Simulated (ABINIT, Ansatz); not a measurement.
**CaSnF4 (P4/mmm): G0W0 with ABINIT, start to end**

It takes space group P4/mmm (No. 123, tetragonal). The conventional cell has a = 4.005 Å, b = 4.005 Å, c = 5.780 Å, α = 90.00°, β = 90.00°, γ = 90.00°. Nearest to Ca lie 8 F at 2.42 Å. Nearest to Sn lie 8 F at 2.52 Å. F has 2 Ca at 2.42 Å and 2 Sn at 2.52 Å nearest. Farther neighbours, and contacts between anions beyond the nearest, are not listed.

* method: RPA screening on LDA, plane waves, norm-conserving pseudopotentials (and 2 further levels or steps)
* program: ABINIT 10.8.3
* settings: cutoff 38 Ha, PseudoDojo scalar-relativistic 0.4.1 stringent, norm-conserving, ngkpt (2, 2, 2), nband 180, ecuteps 6.5 Ha, inclvkb 2, shiftk (0, 0, 0), symchi 1, awtr 1, frequency ppm, 2×2×2 k-mesh
* cost: 5 runs, 9.4 min in all on 4 MPI ranks of Arm Neoverse V1, shared host
* notes: The program’s warnings: nkpt*nsppol () is not a multiple of nproc spkpt (). The cell and positions are those that the Materials Project relaxed with its own functionals (PBE, PBE+U or r2SCAN), kept fixed. Limits: no spin-orbit coupling. The 2×2×2 mesh is coarse for this cell, which bears on the long-range parts of exchange and screening.
* LDA gap: 3.39 eV, indirect
* G0W0 gap on the mesh: 5.53 eV
* GW settings: 2×2×2 mesh, 180 bands, screening to 176.9 eV, Godby-Needs plasmon pole
* known limits: short of the basis limit; no spin-orbit coupling; coarse k mesh

G0W0 moves the gap on the mesh from 3.39 eV to 5.53 eV (+2.13 eV), with Z of 0.81 and 0.86 at the edges. Local fields lower the RPA ε∞ on this mesh from 3.61 to 3.08; a Γ-centred mesh this coarse tends to raise both, most where the direct gap is narrow, while a short band sum lowers them.

[Paths, hosts, dates, memory and timing lines, banners, echoed tables and standing remarks are left out of the program output; an Ansatz launch command may be rebuilt from the run's recorded settings. Measured values are a selection of at most five: reports struck by readers or far from the other reports are left out. None is set beside runs whose start may be inverted or whose files or cutoffs have a known fault.]

[Runs of the session that timed out or met a known fault of the program may be left out.]

[Hosts, paths, dates, database ids (printed as entryN), source tags and the programs' standing remarks are cut or masked in the printed files.]

[G0W0 gaps are taken among the corrected bands and points alone; a level outside them can change the order at an edge.]

[Where Ansatz stands beside ABINIT at settings called matched, ABINIT's density can come from a denser mesh and the files from another edition; pairs whose starting gaps differed by over 0.03 eV were left out, so agreement reads better than it is.]
